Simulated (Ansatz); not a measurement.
**The gap of GaSi2P (zincblende [110] superlattice) (Pm): a ladder of methods and an error budget**

Aim: a best estimate of the quasiparticle gap of GaSi2P (zincblende [110] superlattice) (Pm), with each correction and its cost laid out.

Method: density functionals, hybrids, G0W0, plane waves, PAW, in Ansatz 0.2.0.

The structure was built from a prototype and need not be the compound's stable phase.

## 1. Set-up

Symmetry: Pm, No. 6, monoclinic system. The conventional cell has a = 5.439 Å, b = 3.846 Å, c = 7.692 Å, α = 90.00°, β = 90.00°, γ = 90.00°. Nearest to Ga lie 1 Si at 2.35 Å and 3 P at 2.36 Å. P has 1 Si at 2.35 Å and 3 Ga at 2.36 Å nearest. Ga has 3 P at 2.36 Å and 1 Si at 2.36 Å nearest. Nearest to P lie 3 Ga at 2.36 Å and 1 Si at 2.36 Å. Nearest to Si lie 3 Si at 2.35 to 2.36 Å and 1 P at 2.36 Å. Nearest to Si lie 3 Si at 2.35 to 2.36 Å and 1 Ga at 2.36 Å. It derives from GaP. Farther neighbours are not listed.

Coordinates:

```cif
data_structure
_symmetry_space_group_name_H-M 'P 1'
_symmetry_Int_Tables_number 1
_cell_length_a 3.8458
_cell_length_b 5.4388
_cell_length_c 7.6917
_cell_angle_alpha 90.000
_cell_angle_beta 90.000
_cell_angle_gamma 90.000
_cell_volume 160.88
loop_
_atom_site_label
_atom_site_type_symbol
_atom_site_fract_x
_atom_site_fract_y
_atom_site_fract_z
_atom_site_occupancy
Ga1 Ga 0.00000 0.00000 0.12446 1
P2 P 0.50000 0.25000 0.12446 1
Ga3 Ga 0.50000 0.50000 0.37554 1
P4 P 0.00000 0.75000 0.37554 1
Si5 Si 0.00000 0.00000 0.62661 1
Si6 Si 0.50000 0.25000 0.62661 1
Si7 Si 0.50000 0.50000 0.87554 1
Si8 Si 0.00000 0.75000 0.87554 1
```

The start is a generated structure, not a measured one.

## 2. Relaxing the structure

Gaps follow bond lengths, so the structure is brought to rest first.

This step: DFT, PBEsol, plane waves, PAW; PAW set soft_1.

The input, input.yaml:

```yaml
crystal:
  lattice:
    - [3.8458194326, 0.0, 0.0]
    - [0.0, 5.43881, 0.0]
    - [0.0, 0.0, 7.6916743988]
  atoms:
    - { symbol: Ga, position: [0.0, 0.0, 0.1244626607] }
    - { symbol: P, position: [0.5, 0.25, 0.1244626607] }
    - { symbol: Ga, position: [0.5, 0.5, 0.3755373393] }
    - { symbol: P, position: [0.0, 0.75, 0.3755373393] }
    - { symbol: Si, position: [0.0, 0.0, 0.626612018] }
    - { symbol: Si, position: [0.5, 0.25, 0.626612018] }
    - { symbol: Si, position: [0.5, 0.5, 0.8755373393] }
    - { symbol: Si, position: [0.0, 0.75, 0.8755373393] }
kpoints:
  mp_grid: { grid: [6, 4, 4] }
hamiltonian:
  xc: pbesol
  pseudopotentials: { kind: paw, azcp: { folder: soft_1 }, xc_functional: pbe }
scf:
  occupations: { method: fermi_dirac, width: 0.02 }
relax:
  f_tol: 0.015
  max_steps: 100
  cell: {}
```

The run is started by

```
ansatz run input.yaml --threads 32 --pin off --max-ram 82944MiB --backend cuda --events-out ev --progress --plain --runs-dir out --devices 1 --max-vram 78GiB
```

Numbers of over 12 decimals in the logs are rounded to 6 here.

Log:

```text
The last accepted step is kept in <dir> (removed where the run ends without a failure and the disk answers)
GPUs: using 1 of 1 available (devices: 1).
Engine: ansatz 0.2.0, aarch64-unknown-linux-gnu
Pseudopotentials: kind: paw
Pseudopotential: Ga, paw, valence charge 13, recommended cutoff 420 eV (normal), soft_1/Ga.paw.azcp
Pseudopotential: P, paw, valence charge 5, recommended cutoff 420 eV (normal), soft_1/P.paw.azcp
Pseudopotential: Si, paw, valence charge 4, recommended cutoff 420 eV (normal), soft_1/Si.paw.azcp
Functional definition: PBEsol
  exchange = pbesol_x
  correlation = pbesol_c
[...]
Crystal: 8 atoms, lattice volume = 160.884 Å³
Basis set: ecut = 420 eV, 3123 PW (Γ), exchange–correlation on 54×80×108 points (8 copies of the dense FFT grid, shifted against one another)
Bands: 34, of which v1, the nominal top of the filled ones, is band 26 counted from 1 (25 counted from 0)
Symmetry: 2 space group operations
Space group: Pm (ITA 6), of the structure as read, at distance tolerance 5.4e-5 Å
k-points: 40 of 96 (time reversal used)
Non-local potential: Ga, projectors of the file, l = 0: 2, l = 1: 2, l = 2: 3, l = 3: 1
Non-local potential: P, projectors of the file, l = 0: 2, l = 1: 2, l = 2: 1
Non-local potential: Si, projectors of the file, l = 0: 2, l = 1: 2, l = 2: 1
PAW form: soft (Blöchl's): semilocal exchange-correlation on the pseudo side does not see the compensation charge
PAW frozen core: Ga, regenerated for the run's functional, and the local potential with it (the file was generated under x = pbe(κ = 0.804, μ = 0.219515), c = pbe(β = 0.066725))
PAW frozen core: P, regenerated for the run's functional, and the local potential with it (the file was generated under x = pbe(κ = 0.804, μ = 0.219515), c = pbe(β = 0.066725))
PAW frozen core: Si, regenerated for the run's functional, and the local potential with it (the file was generated under x = pbe(κ = 0.804, μ = 0.219515), c = pbe(β = 0.066725))
PAW one-centre angular grid: Ga, 590 points (default); XC on 64 Gauss nodes
PAW one-centre angular grid: P, 110 points (default); XC on 64 Gauss nodes
PAW one-centre angular grid: Si, 110 points (default); XC on 64 Gauss nodes
Initial density: superposition of atomic densities (chi_scale 0.1, normalization cell, long waves kept (reshape's long-wave potential 0.06 eV rms))
Initial wavefunctions: pseudopotential atomic-orbital guess
[...]
Functional: x = pbesol(κ = 0.804, μ = 0.123457), c = pbesol(β = 0.046)
SCF iter   1: F=—  HF=-11454.583422 eV  |F-HF|=—  |Δ(HF+E_count)|=         —  Δρ=4.51e-2  dr2=3.06e0  ethr=3.10e-3  ⟨swp⟩=9.0  Hψ=7579  notcnv=0
[...]
SCF converged after 6 iterations
Free energy (F): -11453.883879 eV
Harris-Foulkes:  -11453.883879 eV  (|F-HF|=9.09e-12)
Internal energy: -11453.883879 eV  (E = F + TS)
E sigma→0 (E₀):  -11453.883879 eV
Fermi energy:    7.138386 eV
--- Per-component energies (eV) ---
  E_band       = -111.464216
  E_kinetic    = 524.222353
  E_local      = -4167.417874  (includes V_loc(G=0)·N_el)
  E_nonlocal   = -27.966749
  E_hartree    = 2410.219523
  E_xc         = -494.193468
  E_vxc        = -426.148123  (∫ρ·V_xc dr)
  E_paw        = -6980.713016  (= ΣΔE_a)
  E_vpaw       = -834.592332  (= ΣTr[D̂ρ^β])
  E_aug_tail   = -0.000261  (compensation charges beyond the density's cutoff)
  E_ewald      = -2719.978781
  E_core_change = 1.944393  (= ΣΔE_core)
  E_smearing   = -0.000000  (= −TS)
  E_closure    = -0.000000  (closes the sum)
  Σ components = -11453.883879   (vs F -11453.883879, Δ=0.00e0)
--- Forces (eV/Å), atoms counted from 1 ---
  atom   1  Ga     0.00000000    -0.00055650    -0.00259269
  atom   2  P      0.00000000    -0.00010583     0.00185595
  atom   3  Ga     0.00000000    -0.00054311     0.00260408
  atom   4  P      0.00000000    -0.00008845    -0.00186566
  atom   5  Si     0.00000000    -0.00033860    -0.00007169
  atom   6  Si     0.00000000     0.00097806    -0.00012072
  atom   7  Si     0.00000000    -0.00032122     0.00003654
  atom   8  Si     0.00000000     0.00097580     0.00015422
  max |Σ_I F_I| component: 1.55e-7 eV/Å
--- Stress (GPa, compression-positive) ---
        0.023142       0.000000       0.000000
        0.000000       0.009451       0.000055
        0.000000       0.000055      -0.014578
  P = ⅓ Tr σ = 0.0060 GPa (0.060 kbar)
--- Band table (eV; the first three rows and the last of 40) ---
  k-point 0: bands = [... 22 lower, 5.3997, 6.6078, 6.7042, 6.7380, 7.5830, 7.7250, 8.8208, 9.4865, ... 4 higher]
  k-point 1: bands = [... 22 lower, 5.5512, 5.8863, 6.2223, 6.6647, 7.7429, 8.7400, 8.7713, 9.5309, ... 4 higher]
  k-point 2: bands = [... 22 lower, 5.0133, 5.3671, 6.2442, 6.5046, 7.9197, 8.4114, 9.6423, 9.7575, ... 4 higher]
  k-point 39: bands = [... 22 lower, 4.4324, 4.4324, 4.7441, 4.7441, 9.6459, 9.6459, 9.9373, 9.9373, ... 4 higher]
--- Relaxed structure (5 steps of the walk, 5 accepted, 1 SCFs on fresh bases) ---
  F+E_penalty+E_count = -11453.88387912 eV   max|allowed force component| = 2.604e-3 eV/Å   (the final SCF, on the basis selected at the relaxed cell)
  cell:  # Å, volume = 160.5274 Å³
    - [3.842155, 0.0, 0.0]
    - [0.0, 5.437517, -2.78341745298679e-6]
    - [0.0, -3.936364896790216e-6, 7.683759]
  atoms:
    - { symbol: Ga, position: [0.0, 0.010550, 0.119568] }
    - { symbol: P, position: [0.5, 0.265858, 0.126307] }
    - { symbol: Ga, position: [0.5, 0.510550, 0.381507] }
    - { symbol: P, position: [0.0, 0.765858, 0.374768] }
    - { symbol: Si, position: [0.0, -0.012435, 0.625188] }
    - { symbol: Si, position: [0.5, 0.236027, 0.627519] }
    - { symbol: Si, position: [0.5, 0.487564, 0.875887] }
    - { symbol: Si, position: [0.0, 0.736027, 0.873555] }
```

Run time: 3.1 s. Hardware: 1 × NVIDIA GB200 (shared by 2 runs) with 32 threads of Arm Neoverse V2, shared host; peak memory 1.1 GiB; 16 s of CPU time.

Step by step:

```csv
step,energy less that of the first step (eV),largest force component (eV/Å),pressure (GPa),volume (Å³)
1,0.0000,0.7367,-0.16,160.88
2,-0.1131,0.3124,-0.14,160.65
3,-0.1265,0.0315,0.04,160.46
4,-0.1273,0.0153,-0.01,160.56
5,-0.1274,0.0026,0.01,160.53
6*,-0.1274,0.0026,0.01,160.53
```

Relaxation steps marked * repeat the geometry before them on a plane-wave basis chosen anew for their cell, so energy and pressure can jump there.

The run keeps the 2 symmetry operations that it works with, so distortions that break them were not tested.

```
     cell as run  before  after  change
           a (Å)   3.846  3.842  -0.1 %
           b (Å)   5.439  5.438  -0.0 %
           c (Å)   7.692  7.684  -0.1 %
volume (Å³/atom)   20.11  20.07  -0.2 %
```

The atoms that moved most (Å, as changes of fractional coordinates times the final cell):

```
atom     dx      dy      dz  length
  P2  0.000   0.086   0.014   0.087
  P4  0.000   0.086  -0.006   0.086
 Si8  0.000  -0.076  -0.015   0.077
 Si6  0.000  -0.076   0.007   0.076
 Ga3  0.000   0.057   0.046   0.073
 Ga1  0.000   0.057  -0.038   0.069
 Si5  0.000  -0.068  -0.011   0.068
 Si7  0.000  -0.068   0.003   0.068
```

The relaxed structure:

```cif
data_structure
_symmetry_space_group_name_H-M 'P 1'
_symmetry_Int_Tables_number 1
_cell_length_a 3.8422
_cell_length_b 5.4375
_cell_length_c 7.6838
_cell_angle_alpha 90.000
_cell_angle_beta 90.000
_cell_angle_gamma 90.000
_cell_volume 160.53
loop_
_atom_site_label
_atom_site_type_symbol
_atom_site_fract_x
_atom_site_fract_y
_atom_site_fract_z
_atom_site_occupancy
Ga1 Ga 0.00000 0.01055 0.11957 1
P2 P 0.50000 0.26586 0.12631 1
Ga3 Ga 0.50000 0.51055 0.38151 1
P4 P 0.00000 0.76586 0.37477 1
Si5 Si 0.00000 0.98756 0.62519 1
Si6 Si 0.50000 0.23603 0.62752 1
Si7 Si 0.50000 0.48756 0.87589 1
Si8 Si 0.00000 0.73603 0.87356 1
```

## 3. PBEsol bands

The cheap functional maps the bands first; the places of the edges decide which points the dearer methods must see.

The input, input.yaml:

```yaml
crystal:
  lattice:
    - [3.8421553024, 0.0, 0.0]
    - [0.0, 5.4375168448, -2.7834e-06]
    - [0.0, -3.9364e-06, 7.6837588716]
  atoms:
    - { symbol: Ga, position: [0.0, 0.0105503467, 0.1195680423] }
    - { symbol: P, position: [0.5, 0.265858019, 0.1263065394] }
    - { symbol: Ga, position: [0.5, 0.5105504621, 0.3815065334] }
    - { symbol: P, position: [0.0, 0.7658579839, 0.3747682615] }
    - { symbol: Si, position: [0.0, -0.0124352107, 0.625188481] }
    - { symbol: Si, position: [0.5, 0.2360271271, 0.6275191079] }
    - { symbol: Si, position: [0.5, 0.4875643784, 0.8758866051] }
    - { symbol: Si, position: [0.0, 0.7360268935, 0.873555144] }
kpoints:
  mp_grid: { grid: [6, 4, 4] }
  band_path:
    path:
      - [0.0, 0.0, 0.0]
      - [-0.5, 0.0, 0.0]
      - [-0.5, 0.0, 0.5]
      - [0.0, 0.0, 0.5]
      - [0.0, 0.0, 0.0]
      - [0.0, -0.5, 0.5]
      - [-0.5, -0.5, 0.5]
      - [-0.5, 0.0, 0.0]
      - [-0.5, -0.5, 0.0]
      - [0.0, -0.5, 0.0]
      - [0.0, 0.0, 0.0]
    npoints: 10
hamiltonian:
  xc: pbesol
  pseudopotentials: { kind: paw, azcp: { folder: soft_1 }, xc_functional: pbe }
scf:
  occupations: { method: fermi_dirac, width: 0.02 }
  n_extra_bands: 6
output:
  eigenvalues: true
  forces: true
  stress: true
```

Log:

```text
Warning: the atoms were moved onto the symmetric positions of the space group found under crystal.symmetry.tolerance 1.0e-5 (fractional; no operation is sought that the atoms, as they stand in a round, miss by more than twice it, and no atom is moved by as much as it), and the run uses the moved positions. Before a round's move an operation carried an atom to 3.85e-6 Å from where it should land, the largest such dist [...]
[...]
GPUs: using 1 of 1 available (devices: 1).
[...]
device memory: the entry about to start is reckoned to put 3.2 GiB on a device that reports 113.6 GiB free (of which the cap on the GPU budget leaves the run 78.0 GiB)
GPU FFT provider: cuFFT
GPU libraries: cuBLAS 13.8.1, cuFFT 12.4.0, cuSOLVER 12.3.2
GPU matrix products: emulated (plane waves: as basis.precision tells), large ones in fixed point in workspaces of 1.00 GiB
Crystal: 8 atoms, lattice volume = 160.527 Å³
Basis set: ecut = 420 eV, 3115 PW (Γ), exchange–correlation on 54×80×108 points (8 copies of the dense FFT grid, shifted against one another)
Bands: 32, of which v1, the nominal top of the filled ones, is band 26 counted from 1 (25 counted from 0)
Symmetry: 4 space group operations
[...]
k-points: 36 of 96 (time reversal used)
[...]
GPU buffer pool allocated for 58320 grid points (all kernels)
GPU transforms: local potential and band sums: pruned to the plane-wave sphere, on 25×40×54
[...]
SCF iter   1: F=—  HF=-11454.711657 eV  |F-HF|=—  |Δ(HF+E_count)|=         —  Δρ=4.52e-2  dr2=3.08e0  ethr=3.10e-3  ⟨swp⟩=8.9  Hψ=6550  notcnv=0
[...]
SCF iter   8: F=-11453.883879 eV  HF=-11453.883879 eV  |F-HF|=3.59e-8  |Δ(HF+E_count)|=   1.11e-6  Δρ=5.38e-6  dr2=3.74e-8  ethr=1.92e-10  ⟨swp⟩=15.0  Hψ=6346  notcnv=0
SCF 1 converged in 8 iterations: F = -11453.883879 eV  dr2 = 3.74e-8
[...]
NSCF: frozen V_eff on 101 k-points, pencils in batches of 32, up to order 144
SCF converged after 8 iterations
Free energy (F): -11453.883879 eV
[...]
Internal energy: -11453.883879 eV  (E = F + TS)
E sigma→0 (E₀):  -11453.883879 eV
Fermi energy:    7.138370 eV
[...]
--- Forces (eV/Å), atoms counted from 1 ---
  atom   1  Ga    -0.00000000    -0.00054783    -0.00261128
  atom   2  P      0.00000000    -0.00010677     0.00186355
  atom   3  Ga    -0.00000000    -0.00054783     0.00261128
  atom   4  P      0.00000000    -0.00010677    -0.00186355
  atom   5  Si    -0.00000000    -0.00030775    -0.00002986
  atom   6  Si     0.00000000     0.00098361    -0.00013235
  atom   7  Si    -0.00000000    -0.00030775     0.00002986
  atom   8  Si    -0.00000000     0.00098361     0.00013235
  max |Σ_I F_I| component: 4.25e-5 eV/Å
--- Stress (GPa, compression-positive) ---
        0.023261      -0.000000      -0.000000
       -0.000000       0.009589       0.000000
       -0.000000       0.000000      -0.014428
  P = ⅓ Tr σ = 0.0061 GPa (0.061 kbar)
--- Band table (eV; the first three rows and the last of 36) ---
  k-point 0: bands = [... 22 lower, 5.3998, 6.6078, 6.7042, 6.7380, 7.5829, 7.7250, 8.8208, 9.4865, ... 2 higher]
  k-point 1: bands = [... 22 lower, 5.5512, 5.8863, 6.2223, 6.6647, 7.7428, 8.7400, 8.7712, 9.5309, ... 2 higher]
  k-point 2: bands = [... 22 lower, 5.0133, 5.3671, 6.2442, 6.5046, 7.9197, 8.4114, 9.6423, 9.7575, ... 2 higher]
  k-point 35: bands = [... 22 lower, 4.4324, 4.4324, 4.7441, 4.7441, 9.6459, 9.6459, 9.9373, 9.9373, ... 2 higher]
```

Run time: 1.7 s. Hardware: 1 × NVIDIA GB200 (shared by 2 runs) with 32 threads; peak memory 1 GiB; 5 s of CPU time.

The column dr2 measures how far the density is from self-consistency, as an energy; F and HF (Harris–Foulkes) agree once it is small.

Numbers from this step:

| Item | Value |
| --- | --- |
| pressure | 0.006141 GPa |
| filled bands | 26 |
| gap | 0.7755 eV |
| valence top at | Γ |
| conduction bottom at | k = (0.000, -0.150, 0.000) |
| least direct gap | 0.8450 eV |

The gap is indirect, with the least direct gap 0.07 eV higher.

Electronic bands along the path, in eV, zero at the top of the highest nominally filled band:

| point | band 23 | band 24 | band 25 | band 26 | band 27 | band 28 | band 29 | band 30 |
| --- | --- | --- | --- | --- | --- | --- | --- | --- |
| Γ | -1.34 | -0.13 | -0.03 | 0.00 | 0.84 | 0.99 | 2.08 | 2.75 |
| halfway | -2.70 | -2.18 | -1.54 | -0.36 | 1.37 | 1.97 | 2.22 | 2.70 |
| Z | -2.95 | -2.95 | -1.13 | -1.13 | 0.83 | 0.83 | 0.98 | 0.98 |
| halfway | -2.99 | -2.99 | -1.75 | -1.75 | 1.14 | 1.14 | 1.51 | 1.51 |
| D | -2.86 | -2.86 | -2.38 | -2.38 | 2.03 | 2.03 | 2.08 | 2.08 |
| halfway | -2.28 | -2.20 | -1.58 | -1.55 | 1.40 | 1.41 | 3.03 | 3.44 |
| B | -1.72 | -1.37 | -0.49 | -0.23 | 1.18 | 1.67 | 2.90 | 3.02 |
| halfway | -1.19 | -0.85 | -0.52 | -0.07 | 1.00 | 2.00 | 2.03 | 2.79 |
| Γ | -1.34 | -0.13 | -0.03 | 0.00 | 0.84 | 0.99 | 2.08 | 2.75 |
| halfway | -1.51 | -1.03 | -0.65 | -0.55 | 1.22 | 1.86 | 2.14 | 2.50 |
| A | -1.59 | -1.59 | -1.32 | -1.32 | 1.88 | 1.88 | 2.66 | 2.66 |
| halfway | -1.65 | -1.65 | -1.10 | -1.10 | 2.43 | 2.43 | 2.75 | 2.75 |
| E | -2.31 | -2.31 | -1.99 | -1.99 | 2.91 | 2.91 | 3.20 | 3.20 |
| halfway | -2.68 | -2.50 | -1.69 | -1.69 | 1.56 | 1.60 | 2.40 | 2.51 |
| Z | -2.95 | -2.95 | -1.13 | -1.13 | 0.83 | 0.83 | 0.98 | 0.98 |
| halfway | -2.44 | -2.44 | -1.21 | -1.21 | 1.92 | 1.92 | 2.19 | 2.19 |
| C2 | -1.23 | -1.23 | -1.21 | -1.21 | 1.41 | 1.41 | 3.54 | 3.54 |
| halfway | -1.83 | -1.83 | -1.28 | -1.28 | 2.18 | 2.18 | 3.10 | 3.10 |
| Y2 | -1.15 | -1.15 | -0.90 | -0.90 | 1.03 | 1.03 | 1.71 | 1.71 |
| halfway | -1.47 | -1.28 | -0.74 | -0.65 | 0.82 | 1.68 | 1.87 | 2.47 |
| Γ | -1.34 | -0.13 | -0.03 | 0.00 | 0.84 | 0.99 | 2.08 | 2.75 |

## 4. PBEsol+SOC

Spin-orbit coupling can split or shift the edges; a non-collinear run measures by how much.

This step: DFT, PBEsol with spin-orbit coupling, plane waves, PAW; PAW set soft_1.

input.yaml, the sections that differ from step 3:

```yaml
kpoints:
  mp_grid: { grid: [6, 4, 4] }
  band_path:
    path:
      - [0.0, 0.0, 0.0]
      - [-0.5, 0.0, 0.0]
      - [-0.5, 0.0, 0.5]
      - [0.0, 0.0, 0.5]
      - [0.0, -0.5, 0.5]
      - [-0.5, -0.5, 0.5]
      - [-0.5, -0.5, 0.0]
      - [0.0, -0.5, 0.0]
      - [0.0, -0.15, 0.0]
    npoints: 1
hamiltonian:
  xc: pbesol
  pseudopotentials: { kind: paw_fr, azcp: { folder: soft_1 }, xc_functional: pbe }
scf:
  occupations: { method: fermi_dirac, width: 0.02 }
  n_extra_bands: 12
magnetization:
  noncollinear: true
  spin_orbit: true
# crystal, output: as in step 3
```

Log:

```text
[...]
GPUs: using 1 of 1 available (devices: 1).
[...]
SCF 1 converged in 9 iterations: F = -11454.050757 eV  dr2 = 1.33e-8
[...]
NSCF: frozen V_eff on 9 k-points
SCF converged after 9 iterations
Magnetization: |M| = 0.0000 μB,  M = (+0.0000, +0.0000, +0.0000) μB
[...]
atom   8  Si    -0.00000000     0.00167617     0.00102480
  max |Σ_I F_I| component: 1.46e-5 eV/Å
--- Stress (GPa, compression-positive) ---
        0.014745      -0.000000      -0.000000
       -0.000000       0.000822       0.000000
       -0.000000       0.000000      -0.023077
  P = ⅓ Tr σ = -0.0025 GPa (-0.025 kbar)
--- Band table (eV; the first three rows and the last of 36) ---
[...]
[key lines of the parts left out:]
Free energy (F): -11454.050757 eV
Fermi energy:    7.143231 eV
```

Elapsed: 2.1 s, on 1 × NVIDIA GB200 (shared by 2 runs) with 32 threads; peak memory 1.1 GiB; 15 s of CPU time.

Numbers from this step:

| Property | Result |
| --- | --- |
| pressure | -0.002503 GPa |
| gap | 0.7635 eV |
| valence top at | Γ |
| conduction bottom at | k = (0.000, -0.150, 0.000) |
| least direct gap | 0.8330 eV |

The gap stands −0.01 eV against PBEsol.

## 5. HSE06

HSE06 mixes in a quarter of exact exchange at short range. Exchange couples all pairs of k points, which makes a full band path dear, so levels are read on the mesh and at chosen points.

This step: DFT, HSE06, plane waves, PAW; PAW set soft_1.

input.yaml, as its differences from that of step 4:

```diff
@@ -15,3 +15,3 @@
 kpoints:
-  mp_grid: { grid: [6, 4, 4] }
+  mp_grid: { grid: [4, 4, 2] }
   band_path:
@@ -29,13 +29,8 @@
 hamiltonian:
-  xc: pbesol
-  pseudopotentials: { kind: paw_fr, azcp: { folder: soft_1 }, xc_functional: pbe }
+  xc: hse06
+  pseudopotentials: { kind: paw, azcp: { folder: soft_1 } }
 scf:
-  occupations: { method: fermi_dirac, width: 0.02 }
-  n_extra_bands: 12
-magnetization:
-  noncollinear: true
-  spin_orbit: true
+  occupations: { method: fixed }
+  n_extra_bands: 6
 output:
   eigenvalues: true
-  forces: true
-  stress: true
```

Log:

```text
[...]
GPUs: using 1 of 1 available (devices: 1).
[...]
Frozen-core exchange: fock
SCF iter   1: F=—  HF=-11625.955537 eV  |F-HF|=—  |Δ(HF+E_count)|=         —  Δρ=1.04e-2  dr2=7.67e-2  ethr=1.26e-7  ⟨swp⟩=9.9  Hψ=4638  notcnv=0
[...]
SCF iter   2: F=—  HF=-11625.921977 eV  |F-HF|=—  |Δ(HF+E_count)|=   3.36e-2  Δρ=1.68e-3  dr2=6.56e-3  ethr=1.26e-7  ⟨swp⟩=7.1  Hψ=3187  notcnv=0  defer=5
[...]
Stability not checked: this state was not tested for a lower state beside it, because the functional holds exact exchange (a hybrid, or Hartree-Fock), whose exchange loop this test does not read (fock_operator; see scf.lower_state_search)
Free energy (F): -11625.943594 eV
Frozen-core exchange: fock
[...]
Internal energy: -11625.943594 eV  (E = F + TS)
E sigma→0 (E₀):  -11625.943594 eV
Fermi energy:    6.427950 eV
[...]
--- Band table (eV; the first three rows and the last of 18) ---
[...]
```

Elapsed: 6.5 s, on 1 × NVIDIA GB200 (shared by 2 runs) with 32 threads; peak memory 1.7 GiB; 37 s of CPU time.

This step gave:

| Quantity | Value |
| --- | --- |
| gap | 1.515 eV |
| valence top at | Γ |
| conduction bottom at | k = (0.000, -0.150, 0.000) |
| least direct gap | 1.581 eV |

The gap stands +0.74 eV against PBEsol.

(Part 1 of 2 ends here.)

[Paths, hosts, dates, memory and timing lines, banners, echoed tables and standing remarks are left out of the program output.]

[Logs are printed without paths, hosts, clocks, repeated set-up lines and the standing remarks that a program may print on its own settings, such as how far it seeks lower states.]

[Runs of the session that timed out or met a known fault of the program may be left out.]

[Cells called generated may have been cut or substituted from an entry of the Crystallography Open Database or the Materials Project.]

[Hosts, paths, dates, database ids (printed as entryN), source tags and the programs' standing remarks are cut or masked in the printed files.]
